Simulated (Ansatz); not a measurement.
# O on W(110): change of the work function, part 3 of 3

How does O on the hollow site change the work function of W(110) as the layer fills?

Ansatz 0.2.0; plane-wave DFT, PBE, Ansatz PAW.

So far, work function, upper face (eV): step 2 (the clean slab) 4.84; step 3 (17 atoms, coverage 0.25 ML, cell 2x2) 4.80.

## Step 4: Adsorbate added, k-mesh 12×12×1, coverage 1 ML

System of this step: W4O (O/W(110)). The cell holds 5 atoms: 4 W and 1 O. Its edges and angles: a = 2.737 Å, b = 2.737 Å, c = 26.490 Å, α = 90.0°, β = 90.0°, γ = 70.5°. Vacuum lies along c.

Another coverage, to see how the dipoles act on each other as their distance changes.

The input, input.yaml:

```yaml
crystal:
  lattice:
    - [2.2344574285, -1.58, 0.0]
    - [2.2344574285, 1.58, 0.0]
    - [0.0, 0.0, 26.4895793065]
  atoms:
    - { symbol: W, position: [0.0, 0.0, 0.3397562451] }
    - { symbol: W, position: [0.5, 0.5, 0.4241085636] }
    - { symbol: W, position: [0.0, 0.0, 0.5098907966] }
    - { symbol: W, position: [0.5, 0.5, 0.5926466932] }
    - { symbol: O, position: [0.84, 0.84, 0.6602437549] }
kpoints:
  mp_grid: { grid: [12, 12, 1] }
hamiltonian:
  xc: pbe
scf:
  occupations: { method: fermi_dirac, width: 0.1 }
  convergence: { dr2_threshold: 1.0e-08 }
efield:
  axis: 3
  dipole_correction: true
  ramp_position: 0.97
  ramp_width: 0.06
relax:
  f_tol: 0.02
  max_steps: 60
  constraints: [{ sites: [0, 1] }]
output:
  write_potential: true
  write_density: true
  volumetric_format: npy
```

Started as:

```bash
$ ansatz run input.yaml --threads 4 --pin off --max-ram 6144MiB --backend cpu --events-out ev --progress --plain --runs-dir out
```

Numbers of over 12 decimals in the logs are rounded to 6 here.

The log of the run:

```text
[...]
Crystal: 5 atoms, lattice volume = 187.040 Å³
Basis set: ecut = 420 eV, 3707 PW (Γ), exchange–correlation on 40×40×360 points (8 copies of the dense FFT grid, shifted against one another)
Bands: 38, of which v1, the nominal top of the filled ones, is band 31 counted from 1 (30 counted from 0)
Symmetry: 2 space group operations
[...]
k-points: 43 of 144 (time reversal used)
[...]
SCF iter   1: F=—  HF=-42102.945473 eV  |F-HF|=—  |Δ(HF+E_count)|=         —  Δρ=8.16e-3  dr2=1.59e0  ethr=1.77e-3  p=-0.147 e·Å  D=-1.42e-1 V/Å  ΔV_dip=3.76 eV  dr2_dipole=2.34e-1  V_vac-E_F(+/−)=8.83/5.07 eV  ⟨swp⟩=8.7  Hψ=8345  notcnv=0
[...]
SCF iter   9: F=-42102.886314 eV  HF=-42102.886314 eV  |F-HF|=4.50e-9  |Δ(HF+E_count)|=   4.44e-8  Δρ=6.00e-7  dr2=7.38e-10  ethr=1.61e-11  p=-0.140 e·Å  D=-1.35e-1 V/Å  ΔV_dip=3.59 eV  dr2_dipole=4.04e-13  V_vac-E_F(+/−)=8.47/4.88 eV  ⟨swp⟩=11.1  Hψ=12223  notcnv=0
SCF 1 converged in 9 iterations: F = -42102.886314 eV  dr2 = 7.38e-10
[...]
relax step   1: F+E_penalty+E_count = -42102.88631405 eV  Δ(F+E_penalty+E_count) = +0.000e0 eV  max|allowed force component| = 6.592e0 eV/Å  Δτ_max = 0.0000 Å  (9 SCF iters, accepted)
[...]
SCF iter   9: F=-42104.834636 eV  HF=-42104.834636 eV  |F-HF|=6.98e-9  |Δ(HF+E_count)|=   4.06e-8  Δρ=7.60e-7  dr2=2.08e-9  ethr=1.61e-11  p=-0.099 e·Å  D=-9.58e-2 V/Å  ΔV_dip=2.54 eV  dr2_dipole=1.63e-11  V_vac-E_F(+/−)=7.42/4.89 eV  ⟨swp⟩=11.3  Hψ=12785  notcnv=0
SCF 2 converged in 9 iterations: F = -42104.834636 eV  dr2 = 2.08e-9
[...]
relax step   2: F+E_penalty+E_count = -42104.83463636 eV  Δ(F+E_penalty+E_count) = -1.948e0 eV  max|allowed force component| = 3.289e0 eV/Å  Δτ_max = 0.1949 Å  (9 SCF iters, accepted)
[...]
SCF iter   9: F=-42105.188075 eV  HF=-42105.188075 eV  |F-HF|=6.80e-9  |Δ(HF+E_count)|=   2.19e-8  Δρ=6.40e-7  dr2=9.97e-10  ethr=1.61e-11  p=-0.054 e·Å  D=-5.19e-2 V/Å  ΔV_dip=1.38 eV  dr2_dipole=1.31e-11  V_vac-E_F(+/−)=6.25/4.88 eV  ⟨swp⟩=11.2  Hψ=12510  notcnv=0
SCF 3 converged in 9 iterations: F = -42105.188075 eV  dr2 = 9.97e-10
relax step   3: F+E_penalty+E_count = -42105.18807517 eV  Δ(F+E_penalty+E_count) = -3.534e-1 eV  max|allowed force component| = 1.287e0 eV/Å  Δτ_max = 0.1944 Å  (9 SCF iters, accepted)
[...]
relax step   4: F+E_penalty+E_count = -42105.24552310 eV  Δ(F+E_penalty+E_count) = -5.745e-2 eV  max|allowed force component| = 4.108e-1 eV/Å  Δτ_max = 0.1946 Å  (8 SCF iters, accepted)
[...]
relax step   5: F+E_penalty+E_count = -42105.26334837 eV  Δ(F+E_penalty+E_count) = -1.783e-2 eV  max|allowed force component| = 5.312e-2 eV/Å  Δτ_max = 0.0557 Å  (7 SCF iters, accepted)
SCF iter   1: F=—  HF=-42105.264863 eV  |F-HF|=—  |Δ(HF+E_count)|=         —  Δρ=1.82e-3  dr2=3.20e-3  ethr=1.93e-4  p=-0.059 e·Å  D=-5.68e-2 V/Å  ΔV_dip=1.50 eV  dr2_dipole=2.45e-5  V_vac-E_F(+/−)=6.39/4.88 eV  ⟨swp⟩=2.5  Hψ=3384  notcnv=0
[...]
SCF iter   7: F=-42105.263992 eV  HF=-42105.263992 eV  |F-HF|=4.10e-9  |Δ(HF+E_count)|=   2.14e-8  Δρ=6.32e-7  dr2=3.98e-10  ethr=1.61e-11  p=-0.058 e·Å  D=-5.65e-2 V/Å  ΔV_dip=1.50 eV  dr2_dipole=1.18e-12  V_vac-E_F(+/−)=6.38/4.88 eV  ⟨swp⟩=11.4  Hψ=12738  notcnv=0
SCF 6 converged in 7 iterations: F = -42105.263992 eV  dr2 = 3.98e-10
relax step   6: F+E_penalty+E_count = -42105.26399209 eV  Δ(F+E_penalty+E_count) = -6.437e-4 eV  max|allowed force component| = 1.089e-2 eV/Å  Δτ_max = 0.0265 Å  (7 SCF iters, accepted)
[...]
SCF converged after 7 iterations
Free energy (F): -42105.263992 eV
[...]
Internal energy: -42105.189468 eV  (E = F + TS)
E sigma→0 (E₀):  -42105.226730 eV
Entropy (-TS):   -0.074524 eV (-14.905 meV/atom)
Fermi energy:    4.493416 eV
Dipole field:    D = -0.056543 V/Å  (p = -0.058445 e·Å, saw-weighted, corrected)
Work function:   Φ+ = 6.3777 eV   Φ− = 4.8799 eV
[...]
--- Forces (eV/Å), atoms counted from 1 ---
  atom   1  W     -0.00953578     0.00000000     0.44485510
  atom   2  W      0.00968944     0.00000000    -0.44772882
  atom   3  W     -0.00354499     0.00000000    -0.00280521
  atom   4  W      0.00340100     0.00000000     0.01088735
  atom   5  O     -0.00002064     0.00000000    -0.00520188
  max |Σ_I F_I| component: 1.10e-5 eV/Å
--- Band table (eV; the first three rows and the last of 43) ---
  k-point 0: bands = [... 27 lower, 2.9804, 3.1045, 3.1576, 3.9422, 4.2279, 4.6060, 5.8507, 6.1735, ... 3 higher]
  k-point 1: bands = [... 27 lower, 2.8211, 2.9875, 3.3345, 3.7779, 4.2334, 4.5312, 5.7877, 6.0948, ... 3 higher]
  k-point 2: bands = [... 27 lower, 2.6551, 2.7386, 3.2895, 3.4914, 4.2407, 4.9875, 5.6895, 6.0587, ... 3 higher]
  k-point 42: bands = [... 27 lower, 3.3584, 3.6908, 4.8700, 5.7246, 5.8765, 6.1700, 6.3966, 8.6192, ... 3 higher]
--- Relaxed structure (6 steps of the walk, 6 accepted, 0 SCFs on fresh bases) ---
  F+E_penalty+E_count = -42105.26399209 eV   max|allowed force component| = 1.089e-2 eV/Å
  atoms:
    - { symbol: W, position: [0.0, 0.0, 0.339756] }
    - { symbol: W, position: [0.500000, 0.500000, 0.4241085636] }
    - { symbol: W, position: [0.00645781, 0.00645781, 0.510201] }
    - { symbol: W, position: [0.525686, 0.525686, 0.595412] }
    - { symbol: O, position: [0.884924, 0.884924, 0.641039] }
```

Run time: 42 s. Hardware: 4 threads of Arm Neoverse V1, shared host; peak memory 0.61 GiB; 2.8 min of CPU time.

Relaxation path:

| step | energy less that of the first step (eV) | largest force component (eV/Å) |
| --- | --- | --- |
| 1 | 0.0000 | 6.5916 |
| 2 | -1.9483 | 3.2890 |
| 3 | -2.3018 | 1.2866 |
| 4 | -2.3592 | 0.4108 |
| 5 | -2.3770 | 0.0531 |
| 6 | -2.3777 | 0.0109 |

The run keeps the 2 symmetry operations that it works with, so distortions that break them were not tested.

The atoms that moved most (Å):

| atom | dx | dy | dz | length |
| --- | --- | --- | --- | --- |
| O5 | 0.201 | 0.000 | -0.509 | 0.547 |
| W4 | 0.115 | 0.000 | 0.073 | 0.136 |
| W3 | 0.029 | 0.000 | 0.008 | 0.030 |

Final coordinates:

```xyz
5
Lattice="2.2345 -1.5800 0.0000 2.2345 1.5800 0.0000 0.0000 0.0000 26.4896" Properties=species:S:1:pos:R:3
W     0.0000    0.0000    9.0000
W     2.2345    0.0000   11.2345
W     0.0289    0.0000   13.5150
W     2.3492    0.0000   15.7722
O     3.9546    0.0000   16.9808
```

Numbers from this step:

| Quantity | Value |
| --- | --- |
| energy at zero smearing | -42105.2267 eV |
| work function, upper face | 6.378 eV |
| work function, lower face | 4.880 eV |
| dipole along the normal | -0.05845 e·Å |
| step between the vacuum levels | 1.498 eV |

Running mean over 2.234 Å of the planar mean; the ramp of the sawtooth is left out. Table of electron's electrostatic potential energy less the Fermi level by z:

z (Å), electron's electrostatic potential energy less the Fermi level (eV) and a bar from the least value:
```
        4        4.9 ############################
        5        4.9 ############################
        6        4.7 ############################
        7        3.2 ##########################
        8       -5.8 #############
        9      -12.2 ####
       10      -12.6 ###
       11      -12.7 ###
       12      -12.3 ###
       13      -12.4 ###
       14      -12.6 ###
       15      -12.8 ###
       16      -14.8 
       17       -6.7 ###########
       18        2.8 #########################
       19        6.3 ##############################
       20        6.4 ##############################
       21        6.4 ##############################
       22        6.4 ##############################
       23        6.4 ##############################
```

The relaxation took 6 steps and lowered the energy by 2.4 eV; the largest force on the free atoms ends at 0.011 eV/Å.

The covered face has 6.38 eV, +1.53 eV against the clean one; the bare back face has moved by -0.02 eV, a measure of how thin the slab is.

## Step 5: Work function against coverage

This step: plane-wave DFT, PBE, Ansatz PAW; work function against coverage (Ansatz 0.2.0).

The runs are now put side by side.

Numbers from this step:

```yaml
work_function_of_the_clean_face: 4.845 eV
largest_change_of_the_work_function: 1.533 eV
```

The work function of the covered face by coverage:

| coverage (adsorbates/nm²) | work function of the covered face (eV) |
| --- | --- |
| 0.00 | 4.84 |
| 3.54 | 4.80 |
| 14.16 | 6.38 |

The dipole per adsorbate comes from the change of the cell's dipole. Coverage, by row:

| coverage (1/nm²) | coverage (ML) | work function (eV) | change (eV) | dipole per adsorbate, positive end outwards (debye) | mean height of the added atoms over the highest substrate atom (Å) |
| --- | --- | --- | --- | --- | --- |
| 3.541 | 0.25 | 4.797 | -0.04769 | 0.05 | 1.174 |
| 14.16 | 1 | 6.378 | 1.533 | -0.291 | 1.209 |

## Step 6: Results

- work function of the clean face: 4.84 eV
- work function at 0.25 ML: 4.80 eV
- work function at 1 ML: 6.38 eV
- dipole per adsorbate at 0.25 ML, positive end outwards: 0.05 D

What this shows: At the lowest coverage O changes the work function of W(110) by under 0.15 eV, within the error of so thin a slab; the largest change, +1.53 eV, comes at higher coverage. The slab has 4 layers, at the tabulated experimental lattice constant, one starting site was run, and quantum-size effects of a slab this thin can reach one or two tenths of an eV.

[Logs are printed without paths, hosts, clocks, repeated set-up lines and the standing remarks that a program may print on its own settings, such as how far it seeks lower states.]

[Hosts, paths, dates, database ids (printed as entryN), source tags and the programs' standing remarks are cut or masked in the printed files.]

[Maps of the electrostatic potential energy from Ansatz leave out the sawtooth potential of an applied field or a dipole correction, so their vacuum need not be flat; planar profiles and work functions include it.]
